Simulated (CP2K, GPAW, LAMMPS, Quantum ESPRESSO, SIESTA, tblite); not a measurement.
**A faulty SIESTA run on amorphous Si0.7Ge0.3 (120 atoms)**

Program: SIESTA 5.4.2, a calculation on a cell of 84 Si and 36 Ge, 21.8 Å³ an atom.

input.fdf

```
SystemLabel cell
NumberOfAtoms 120
NumberOfSpecies 2
%block ChemicalSpeciesLabel
  1 14 Si
  2 32 Ge
%endblock ChemicalSpeciesLabel
LatticeConstant 1.0 Ang
%block LatticeVectors
  13.77040 0.00000 0.00000
  0.00000 13.77040 0.00000
  0.00000 0.00000 13.77040
%endblock LatticeVectors
PAO.BasisSize QZ3P
PAO.EnergyShift 0.01 Ry
XC.Functional GGA
XC.Authors PBE
MeshCutoff 300 Ry
%block kgrid_Monkhorst_Pack
  1 0 0 0.0
  0 1 0 0.0
  0 0 1 0.0
%endblock kgrid_Monkhorst_Pack
SolutionMethod diagon
OccupationFunction FD
ElectronicTemperature 580 K
SCF.Mixer.Method Pulay
SCF.Mixer.Weight 0.05
SCF.Mixer.History 8
SCF.Mix Hamiltonian
MaxSCFIterations 60
SCF.DM.Tolerance 1e-04
SCF.H.Tolerance 1.0e-3 eV
WriteForces T
Write.HirshfeldPop T
Write.VoronoiPop T
Write.DM F
Write.H F
XML.Write F
AtomicCoordinatesFormat Fractional
%block AtomicCoordinatesAndAtomicSpecies
  0.70179 0.14930 0.14075 1
  0.75761 0.12428 0.40993 1
  0.53433 0.51687 0.17144 1
  0.33316 0.30222 0.61607 1
  0.47122 0.99634 0.82881 1
  0.54710 0.79484 0.45672 1
  0.03694 0.16581 0.24975 1
  0.81897 0.83151 0.16790 1
  0.95998 0.82157 0.61415 1
  0.72998 0.30464 0.21854 1
[... 106 atom lines left out ...]
  0.67125 0.81759 0.58827 2
  0.98548 0.12007 0.52275 2
  0.22537 0.17140 0.89526 2
  0.73634 0.65781 0.63612 2
%endblock AtomicCoordinatesAndAtomicSpecies
```

Run with:

```
$ OMP_NUM_THREADS=1 mpirun -np 2 siesta < input.fdf > output.txt
```

The program printed:

```text
Version         : 5.4.2
reinit: System Name:
reinit: System Label: cell
initatom: Reading input for the pseudopotentials and atomic orbitals ----------
Species number:   1 Atomic number:   14 Label: Si
Species number:   2 Atomic number:   32 Label: Ge
size_name: Incorrect basis-size option specified, active options are:
  SZ or MINIMAL
  SZP, SZSP, SZ1P, SZP1
  DZ
  DZP, DZSP, DZP1, DZ1P or STANDARD
  DZDP, DZP2, DZ2P
  TZ
  TZP, TZSP, TZP1, TZ1P
  TZDP, TZP2, TZ2P
  TZTP, TZP3, TZ3P
stopping program
stopping program
Stopping Program from Node:    0
Stopping Program from Node:    0
```

The job ended after 0.55 s (2 MPI ranks of Arm Neoverse N1, shared host; peak memory 0.16 GiB).

Banners, paths, timers and routine set-up lines are dropped from the logs unmarked, and long logs keep their key lines alone; longer cuts are marked.

**Question.** Which part of the input is at fault, and how is it mended?

An unknown basis size: basis QZ3P. The sound run has basis DZP.

The program stopped at the start.

[Also dropped from logs without a mark: logging warnings of Python, and SIESTA's first energy breakdown and zero terms.]

[Logs are printed without paths, hosts, clocks, repeated set-up lines and the standing remarks that a program may print on its own settings, such as how far it seeks lower states.]

[Hosts, paths, dates, database ids (printed as entryN), source tags and the programs' standing remarks are cut or masked in the printed files.]
